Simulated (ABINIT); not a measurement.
# Beyond one shot: KCaCl3 (Pm-3m), part 2 of 3

How far does self-consistency move the gap of KCaCl3 (Pm-3m)?

ABINIT 10.8.3; PBEsol and many-body steps on it, plane waves. Known limits of the many-body steps: not at the basis limit; coarse k mesh.

So far. Step 5 (evGW0, cycle 1): Against G0W0 in ABINIT (2×2×2 mesh, 123 bands, screening to 106.1 eV, Godby-Needs plasmon pole), the gap moves by +0.495 eV. This first cycle still uses the starting levels; it takes the full correction, at all points of the mesh, and its linearised value is 7.068 eV. Step 6 (evGW0, cycle 2): Against the cycle before, the gap moves by −0.139 eV.

## 7. evGW0, cycle 3

Level of this step: evGW0 on PBEsol, plane waves, norm-conserving pseudopotentials (ABINIT).

Contents of run.abi:

```
acell 3*1.0 Angstrom
rprim 
  5.393523000000 0.000000000000 0.000000000000
  0.000000000000 5.393523000000 0.000000000000
  0.000000000000 0.000000000000 5.393523000000
ntypat 3
znucl 19 20 17
natom 5
typat 1 2 3 3 3
xred 
  0.000000000000 0.000000000000 0.000000000000
  0.500000000000 0.500000000000 0.500000000000
  0.000000000000 0.500000000000 0.500000000000
  0.500000000000 0.000000000000 0.500000000000
  0.500000000000 0.500000000000 0.000000000000
pp_dirpath "pseudos"
pseudos "K.upf, Ca.upf, Cl.upf"
ecut 33
ngkpt 2 2 2
nshiftk 1
shiftk 0 0 0
kptopt 1
chksymbreak 0
istwfk *1
occopt 1
irdwfk 1
optdriver 4
nband 123
gwcalctyp 10
ecutsigx 33
symsigma 1
nkptgw 4
kptgw 
  0.0000000000 0.0000000000 0.0000000000
  0.5000000000 0.0000000000 0.0000000000
  0.5000000000 0.5000000000 0.0000000000
  0.5000000000 0.5000000000 0.5000000000
bdgw 
  12 29
  12 29
  12 29
  12 29
ecuteps 3.9
irdscr 1
ppmodel 1
irdqps 1
indata_prefix "in"
outdata_prefix "out"
tmpdata_prefix "tmp"
```

On the command line:

```sh
OMP_NUM_THREADS=1 mpirun -n 4 abinit run.abi > log
```

Log:

```text
.Version 10.8.3 of ABINIT. v10.8.2 released Aug 2026.

 Symmetries : space group Pm -3 m (#221); Bravais cP (primitive cubic)
[... echo of the input left out ...]
== DATASET  1 ==================================================================
-   mpi_nproc: 4, omp_nthreads: 1 (-1 if OMP is not activated)

--- !DatasetInfo
iteration_state: {dtset: 1, }
dimensions: {natom: 5, nkpt: 4, mband: 123, nsppol: 1, nspinor: 1, nspden: 1, mpw: 9627, }
cutoff_energies: {ecut:  33.0, pawecutdg:  -1.0, }
[...]
.  kptgw no:  2; Maximum DeltaE = (  -0.006   0.000) for band index: 17
.  kptgw no:  3; Maximum DeltaE = (  -0.006  -0.000) for band index: 15
.  kptgw no:  4; Maximum DeltaE = (  -0.005   0.000) for band index: 17

== END DATASET(S) ==============================================================
================================================================================

 -outvars: echo values of variables after computation  --------
           etotal      0.0000000000E+00
            nband         123
             nkpt           4
          spgroup         221
 [... the other variables as echoed above ...]

 Calculation completed.
```

It took 91 s on 4 MPI ranks of Arm Neoverse V1, shared host; peak memory 1.9 GiB; 6.1 min of CPU time.

This step gave:

```
quasiparticle gap on the mesh                         : 7.428 eV
gap of the density functional on the mesh             : 4.647 eV
k of the valence top                                  : 0.5, 0.5, 0.5
k of the conduction bottom                            : 0, 0, 0
least direct quasiparticle gap on the computed points : 7.729 eV
```

Against the cycle before, the gap moves by +0.004 eV.

## 8. Screening, 2×2×2 mesh, 123 bands, screening to 106.1 eV

This step: RPA screening on PBEsol, plane waves, norm-conserving pseudopotentials.

run.abi, as its differences from that of step 7:

```diff
@@ -26,22 +26,13 @@
 irdwfk 1
-optdriver 4
+optdriver 3
 nband 123
+ecuteps 3.9
+inclvkb 2
+awtr 1
+symchi 1
 gwcalctyp 10
-ecutsigx 33
-symsigma 1
-nkptgw 4
-kptgw 
-  0.0000000000 0.0000000000 0.0000000000
-  0.5000000000 0.0000000000 0.0000000000
-  0.5000000000 0.5000000000 0.0000000000
-  0.5000000000 0.5000000000 0.5000000000
-bdgw 
-  12 29
-  12 29
-  12 29
-  12 29
-ecuteps 3.9
-irdscr 1
-ppmodel 1
-irdqps 1
+mbpt_sciss 3.415 eV
+nqptdm 1
+qptdm 
+  0 0 0
 indata_prefix "in"
```

Log:

```text
.Version 10.8.3 of ABINIT. v10.8.2 released Aug 2026.

 Symmetries : space group Pm -3 m (#221); Bravais cP (primitive cubic)
[... echo of the input left out ...]
== DATASET  1 ==================================================================
-   mpi_nproc: 4, omp_nthreads: 1 (-1 if OMP is not activated)

--- !DatasetInfo
iteration_state: {dtset: 1, }
dimensions: {natom: 5, nkpt: 4, mband: 123, nsppol: 1, nspinor: 1, nspden: 1, mpw: 9627, }
cutoff_energies: {ecut:  33.0, pawecutdg:  -1.0, }
electrons: {nelect:   4.00000000E+01, charge:   0.00000000E+00, occopt:   1.00000000E+00, tsmear:   1.00000000E-02, }

 SCREENING: Calculation of the susceptibility and dielectric matrices

 Based on a program developped by R.W. Godby, V. Olevano, G. Onida, and L. Reining.
 Incorporated in ABINIT by V. Olevano, G.-M. Rignanese, and M. Torrent.
.Using double precision arithmetic ; gwpc =  8

[... cell and pseudopotentials left out ...]
--------------------------------------------------------------------------------

 ==== K-mesh for the wavefunctions ====
 Number of points in the irreducible wedge :     4
[... list of points left out ...]
 Together with 48 symmetry operations and time-reversal symmetry
 yields     8 points in the full Brillouin Zone.

 ==== Q-mesh for the screening function ====
 Number of points in the irreducible wedge :     4
[... list of points left out ...]
 Together with 48 symmetry operations and time-reversal symmetry
 yields     8 points in the full Brillouin Zone.

 setmesh: FFT mesh size selected  =    36x   36x   36
          total number of points  =        46656

 vcoul_init : cutoff-mode = AUXILIARY_FUNCTION
 q-points for optical limit:   1
     1)      0.000010    0.000020    0.000030

 Dielectric matrix will be calculated only for some
 selected q points provided by the user through the input variables
 nqptdm and qptdm

- screening: taking advantage of time-reversal symmetry
- Maximum band index for partially occupied states nbvw = 20
- Remaining bands to be divided among processors   nbcw = 103
- Number of bands treated by each node ~25

 rdqps: reading QP wavefunctions of the previous step
        looking for file in_QPS
 file not found, 1st iteration initialized with KS eigenelements

 screening : performing a first self-consistency
 update of the energies in W by a scissor operator
 applying a scissor operator of [eV] :   3.415

 Number of electrons calculated from density =   40.0000; Expected =   40.0000
 average of density, n =  0.037779
 r_s =    1.8488
 omega_plasma =   18.7490 [eV]

 calculating chi0 at frequencies [eV] :
  1    0.000000E+00    0.000000E+00
  2    0.000000E+00    1.874902E+01

--------------------------------------------------------------------------------
  q-point number  1        q = ( 0.000000, 0.000000, 0.000000) [r.l.u.]
--------------------------------------------------------------------------------
[... chi0 elements left out ...]
 For q-point:  0.000010 0.000020 0.000030
  dielectric constant =   2.1567
  dielectric constant without local fields =   2.4513

  Average fulfillment of the sum rule on Im[epsilon] for q-point    1 :     68.36  [%]
[... wings left out ...]
== END DATASET(S) ==============================================================
================================================================================

 -outvars: echo values of variables after computation  --------
           etotal      0.0000000000E+00
            nband         123
             nkpt           4
          spgroup         221
 [... the other variables as echoed above ...]

 Calculation completed.
```

Elapsed: 20 s, on 4 MPI ranks; peak memory 1.2 GiB.

Numbers from this step:

```yaml
eps_infinity_with_local_fields_on_this_mesh_along_the_program_s_q_direction: 2.157
the_same_without_local_fields: 2.451
plasma_frequency: 18.75 eV
plane_waves_in_the_screening_matrix: 389
```

This screening uses the functional's bands under a rigid shift, the mean opening of the cycle before.

## 9. Screening, 2×2×2 mesh, 123 bands, screening to 106.1 eV

This step: RPA screening on PBEsol from quasiparticle energies, plane waves, norm-conserving pseudopotentials.

run.abi, as its differences from that of step 8:

```diff
@@ -32,7 +32,9 @@
 symchi 1
+irdqps 1
 gwcalctyp 10
-mbpt_sciss 3.415 eV
-nqptdm 1
+nqptdm 3
 qptdm 
-  0 0 0
+  0.5000000000 0.0000000000 0.0000000000
+  0.5000000000 0.5000000000 0.0000000000
+  0.5000000000 0.5000000000 0.5000000000
 indata_prefix "in"
```

Contents of mrgscr.stdin:

```
2
merged
q0_SCR
out_SCR
1
```

On the command line:

```sh
OMP_NUM_THREADS=1 mpirun -n 4 abinit run.abi > log; mrgscr < mrgscr.stdin
```

Log:

```text
.Version 10.8.3 of ABINIT. v10.8.2 released Aug 2026.

 Symmetries : space group Pm -3 m (#221); Bravais cP (primitive cubic)
[... echo of the input left out ...]
== DATASET  1 ==================================================================
-   mpi_nproc: 4, omp_nthreads: 1 (-1 if OMP is not activated)

--- !DatasetInfo
iteration_state: {dtset: 1, }
dimensions: {natom: 5, nkpt: 4, mband: 123, nsppol: 1, nspinor: 1, nspden: 1, mpw: 9627, }
cutoff_energies: {ecut:  33.0, pawecutdg:  -1.0, }
[...]
q-point number  1        q = ( 0.500000, 0.000000, 0.000000) [r.l.u.]
--------------------------------------------------------------------------------
[... chi0 elements left out ...]
  Average fulfillment of the sum rule on Im[epsilon] for q-point    2 :     72.15  [%]

--------------------------------------------------------------------------------
  q-point number  2        q = ( 0.500000, 0.500000, 0.000000) [r.l.u.]
--------------------------------------------------------------------------------
[... chi0 elements left out ...]
  Average fulfillment of the sum rule on Im[epsilon] for q-point    3 :     69.80  [%]

 [... 1 further q-points ...]
```

It took 11 s on 4 MPI ranks; peak memory 1 GiB; 45 s of CPU time.

Numbers from this step:

- plasma frequency: 18.75 eV
- plane waves in the screening matrix: 389

This screening reads the quasiparticle levels of the cycle before.

## 10. evGW, cycle 1

This step: evGW on PBEsol, plane waves, norm-conserving pseudopotentials.

run.abi, as its differences from that of step 9:

```diff
@@ -26,12 +26,10 @@
 irdwfk 1
-optdriver 3
+optdriver 4
 nband 123
-ecuteps 3.9
-inclvkb 2
-awtr 1
-symchi 1
-irdqps 1
 gwcalctyp 10
-nqptdm 3
-qptdm 
+ecutsigx 33
+symsigma 1
+nkptgw 4
+kptgw 
+  0.0000000000 0.0000000000 0.0000000000
   0.5000000000 0.0000000000 0.0000000000
@@ -39,2 +37,11 @@
   0.5000000000 0.5000000000 0.5000000000
+bdgw 
+  12 29
+  12 29
+  12 29
+  12 29
+ecuteps 3.9
+irdscr 1
+ppmodel 1
+irdqps 1
 indata_prefix "in"
```

On the command line:

```sh
OMP_NUM_THREADS=1 mpirun -n 4 abinit run.abi > log
```

Log:

```text
.Version 10.8.3 of ABINIT. v10.8.2 released Aug 2026.

 Symmetries : space group Pm -3 m (#221); Bravais cP (primitive cubic)
[... echo of the input left out ...]
== DATASET  1 ==================================================================
-   mpi_nproc: 4, omp_nthreads: 1 (-1 if OMP is not activated)

--- !DatasetInfo
iteration_state: {dtset: 1, }
dimensions: {natom: 5, nkpt: 4, mband: 123, nsppol: 1, nspinor: 1, nspden: 1, mpw: 9627, }
cutoff_energies: {ecut:  33.0, pawecutdg:  -1.0, }
[...]
.  kptgw no:  2; Maximum DeltaE = (  -0.295   0.000) for band index: 17
.  kptgw no:  3; Maximum DeltaE = (  -0.295   0.000) for band index: 16
.  kptgw no:  4; Maximum DeltaE = (  -0.272   0.000) for band index: 17

== END DATASET(S) ==============================================================
================================================================================

 -outvars: echo values of variables after computation  --------
           etotal      0.0000000000E+00
            nband         123
             nkpt           4
          spgroup         221
 [... the other variables as echoed above ...]

 Calculation completed.
```

Run time: 92 s. Hardware: 4 MPI ranks; peak memory 1.9 GiB.

Numbers from this step:

```
quasiparticle gap on the mesh                         : 8 eV
gap of the density functional on the mesh             : 4.647 eV
k of the valence top                                  : 0.5, 0.5, 0.5
k of the conduction bottom                            : 0, 0, 0
least direct quasiparticle gap on the computed points : 8.292 eV
```

Against G0W0 in ABINIT (2×2×2 mesh, 123 bands, screening to 106.1 eV, Godby-Needs plasmon pole), the gap moves by +0.932 eV.

## 11. Screening, 2×2×2 mesh, 123 bands, screening to 106.1 eV

This step: RPA screening on PBEsol, plane waves, norm-conserving pseudopotentials.

run.abi, as its differences from that of step 10:

```diff
@@ -26,22 +26,13 @@
 irdwfk 1
-optdriver 4
+optdriver 3
 nband 123
+ecuteps 3.9
+inclvkb 2
+awtr 1
+symchi 1
 gwcalctyp 10
-ecutsigx 33
-symsigma 1
-nkptgw 4
-kptgw 
-  0.0000000000 0.0000000000 0.0000000000
-  0.5000000000 0.0000000000 0.0000000000
-  0.5000000000 0.5000000000 0.0000000000
-  0.5000000000 0.5000000000 0.5000000000
-bdgw 
-  12 29
-  12 29
-  12 29
-  12 29
-ecuteps 3.9
-irdscr 1
-ppmodel 1
-irdqps 1
+mbpt_sciss 4.000 eV
+nqptdm 1
+qptdm 
+  0 0 0
 indata_prefix "in"
```

Log:

```text
.Version 10.8.3 of ABINIT. v10.8.2 released Aug 2026.

 Symmetries : space group Pm -3 m (#221); Bravais cP (primitive cubic)
[... echo of the input left out ...]
== DATASET  1 ==================================================================
-   mpi_nproc: 4, omp_nthreads: 1 (-1 if OMP is not activated)

--- !DatasetInfo
iteration_state: {dtset: 1, }
dimensions: {natom: 5, nkpt: 4, mband: 123, nsppol: 1, nspinor: 1, nspden: 1, mpw: 9627, }
cutoff_energies: {ecut:  33.0, pawecutdg:  -1.0, }
[...]
[... chi0 elements left out ...]
 For q-point:  0.000010 0.000020 0.000030
  dielectric constant =   2.1110
  dielectric constant without local fields =   2.3886

  Average fulfillment of the sum rule on Im[epsilon] for q-point    1 :     69.95  [%]
[... wings left out ...]
== END DATASET(S) ==============================================================
================================================================================

 -outvars: echo values of variables after computation  --------
           etotal      0.0000000000E+00
            nband         123
             nkpt           4
          spgroup         221
 [... the other variables as echoed above ...]

 Calculation completed.
```

Run time: 20 s. Hardware: 4 MPI ranks; peak memory 1.2 GiB; 80 s of CPU time.

Numbers from this step:

```
ε∞ with local fields, on this mesh, along the program's q direction : 2.111
the same without local fields                                       : 2.389
plasma frequency                                                    : 18.75 eV
plane waves in the screening matrix                                 : 389
```

This screening uses the functional's bands under a rigid shift, the mean opening of the cycle before.

## 12. Screening, 2×2×2 mesh, 123 bands, screening to 106.1 eV

This step: RPA screening on PBEsol from quasiparticle energies, plane waves, norm-conserving pseudopotentials.

run.abi, as its differences from that of step 11:

```diff
@@ -32,7 +32,9 @@
 symchi 1
+irdqps 1
 gwcalctyp 10
-mbpt_sciss 4.000 eV
-nqptdm 1
+nqptdm 3
 qptdm 
-  0 0 0
+  0.5000000000 0.0000000000 0.0000000000
+  0.5000000000 0.5000000000 0.0000000000
+  0.5000000000 0.5000000000 0.5000000000
 indata_prefix "in"
```

mrgscr.stdin is that of step 9.

On the command line:

```sh
OMP_NUM_THREADS=1 mpirun -n 4 abinit run.abi > log; mrgscr < mrgscr.stdin
```

Log:

```text
.Version 10.8.3 of ABINIT. v10.8.2 released Aug 2026.

 Symmetries : space group Pm -3 m (#221); Bravais cP (primitive cubic)
[... echo of the input left out ...]
== DATASET  1 ==================================================================
-   mpi_nproc: 4, omp_nthreads: 1 (-1 if OMP is not activated)

--- !DatasetInfo
iteration_state: {dtset: 1, }
dimensions: {natom: 5, nkpt: 4, mband: 123, nsppol: 1, nspinor: 1, nspden: 1, mpw: 9627, }
cutoff_energies: {ecut:  33.0, pawecutdg:  -1.0, }
[...]
q-point number  1        q = ( 0.500000, 0.000000, 0.000000) [r.l.u.]
--------------------------------------------------------------------------------
[... chi0 elements left out ...]
  Average fulfillment of the sum rule on Im[epsilon] for q-point    2 :     73.34  [%]

--------------------------------------------------------------------------------
  q-point number  2        q = ( 0.500000, 0.500000, 0.000000) [r.l.u.]
--------------------------------------------------------------------------------
[... chi0 elements left out ...]
  Average fulfillment of the sum rule on Im[epsilon] for q-point    3 :     70.86  [%]

 [... 1 further q-points ...]
```

It took 11 s on 4 MPI ranks; peak memory 1 GiB.

This step gave:

* plasma frequency: 18.75 eV
* plane waves in the screening matrix: 389

This screening reads the quasiparticle levels of the cycle before.

## 13. evGW, cycle 2

This step: evGW on PBEsol, plane waves, norm-conserving pseudopotentials.

run.abi, as its differences from that of step 12:

```diff
@@ -26,12 +26,10 @@
 irdwfk 1
-optdriver 3
+optdriver 4
 nband 123
-ecuteps 3.9
-inclvkb 2
-awtr 1
-symchi 1
-irdqps 1
 gwcalctyp 10
-nqptdm 3
-qptdm 
+ecutsigx 33
+symsigma 1
+nkptgw 4
+kptgw 
+  0.0000000000 0.0000000000 0.0000000000
   0.5000000000 0.0000000000 0.0000000000
@@ -39,2 +37,11 @@
   0.5000000000 0.5000000000 0.5000000000
+bdgw 
+  12 29
+  12 29
+  12 29
+  12 29
+ecuteps 3.9
+irdscr 1
+ppmodel 1
+irdqps 1
 indata_prefix "in"
```

On the command line:

```sh
OMP_NUM_THREADS=1 mpirun -n 4 abinit run.abi > log
```

Log:

```text
.Version 10.8.3 of ABINIT. v10.8.2 released Aug 2026.

 Symmetries : space group Pm -3 m (#221); Bravais cP (primitive cubic)
[... echo of the input left out ...]
== DATASET  1 ==================================================================
-   mpi_nproc: 4, omp_nthreads: 1 (-1 if OMP is not activated)

--- !DatasetInfo
iteration_state: {dtset: 1, }
dimensions: {natom: 5, nkpt: 4, mband: 123, nsppol: 1, nspinor: 1, nspden: 1, mpw: 9627, }
cutoff_energies: {ecut:  33.0, pawecutdg:  -1.0, }
[...]
.  kptgw no:  2; Maximum DeltaE = (  -0.024   0.000) for band index: 13
.  kptgw no:  3; Maximum DeltaE = (  -0.023  -0.000) for band index: 16
.  kptgw no:  4; Maximum DeltaE = (  -0.024   0.000) for band index:  1

== END DATASET(S) ==============================================================
================================================================================

 -outvars: echo values of variables after computation  --------
           etotal      0.0000000000E+00
            nband         123
             nkpt           4
          spgroup         221
 [... the other variables as echoed above ...]

 Calculation completed.
```

Run time: 92 s. Hardware: 4 MPI ranks; peak memory 1.9 GiB.

Numbers from this step:

```
quasiparticle gap on the mesh                         : 8.051 eV
gap of the density functional on the mesh             : 4.647 eV
k of the valence top                                  : 0.5, 0.5, 0.5
k of the conduction bottom                            : 0, 0, 0
least direct quasiparticle gap on the computed points : 8.345 eV
```

Against the cycle before, the gap moves by +0.051 eV.

## 14. Screening, 2×2×2 mesh, 123 bands, screening to 106.1 eV

This step: RPA screening on PBEsol, plane waves, norm-conserving pseudopotentials.

run.abi, as its differences from that of step 13:

```diff
@@ -26,22 +26,13 @@
 irdwfk 1
-optdriver 4
+optdriver 3
 nband 123
+ecuteps 3.9
+inclvkb 2
+awtr 1
+symchi 1
 gwcalctyp 10
-ecutsigx 33
-symsigma 1
-nkptgw 4
-kptgw 
-  0.0000000000 0.0000000000 0.0000000000
-  0.5000000000 0.0000000000 0.0000000000
-  0.5000000000 0.5000000000 0.0000000000
-  0.5000000000 0.5000000000 0.5000000000
-bdgw 
-  12 29
-  12 29
-  12 29
-  12 29
-ecuteps 3.9
-irdscr 1
-ppmodel 1
-irdqps 1
+mbpt_sciss 4.049 eV
+nqptdm 1
+qptdm 
+  0 0 0
 indata_prefix "in"
```

Log:

```text
.Version 10.8.3 of ABINIT. v10.8.2 released Aug 2026.

 Symmetries : space group Pm -3 m (#221); Bravais cP (primitive cubic)
[... echo of the input left out ...]
== DATASET  1 ==================================================================
-   mpi_nproc: 4, omp_nthreads: 1 (-1 if OMP is not activated)

--- !DatasetInfo
iteration_state: {dtset: 1, }
dimensions: {natom: 5, nkpt: 4, mband: 123, nsppol: 1, nspinor: 1, nspden: 1, mpw: 9627, }
cutoff_energies: {ecut:  33.0, pawecutdg:  -1.0, }
[...]
[... chi0 elements left out ...]
 For q-point:  0.000010 0.000020 0.000030
  dielectric constant =   2.1074
  dielectric constant without local fields =   2.3836

  Average fulfillment of the sum rule on Im[epsilon] for q-point    1 :     70.08  [%]
[... wings left out ...]
== END DATASET(S) ==============================================================
================================================================================

 -outvars: echo values of variables after computation  --------
           etotal      0.0000000000E+00
            nband         123
             nkpt           4
          spgroup         221
 [... the other variables as echoed above ...]

 Calculation completed.
```

Elapsed: 20 s, on 4 MPI ranks; peak memory 1.2 GiB; 80 s of CPU time.

Numbers from this step:

```yaml
eps_infinity_with_local_fields_on_this_mesh_along_the_program_s_q_direction: 2.107
the_same_without_local_fields: 2.384
plasma_frequency: 18.75 eV
plane_waves_in_the_screening_matrix: 389
```

This screening uses the functional's bands under a rigid shift, the mean opening of the cycle before.

(Part 2 of 3 ends here.)

[Paths, hosts, dates, memory and timing lines, banners, echoed tables and standing remarks are left out of the program output.]

[Logs are printed without paths, hosts, clocks, repeated set-up lines and the standing remarks that a program may print on its own settings, such as how far it seeks lower states.]

[Runs of the session that timed out or met a known fault of the program may be left out.]

[Hosts, paths, dates, database ids (printed as entryN), source tags and the programs' standing remarks are cut or masked in the printed files.]

[G0W0 gaps are taken among the corrected bands and points alone; a level outside them can change the order at an edge.]

[Where Ansatz stands beside ABINIT at settings called matched, ABINIT's density can come from a denser mesh and the files from another edition; pairs whose starting gaps differed by over 0.03 eV were left out, so agreement reads better than it is.]
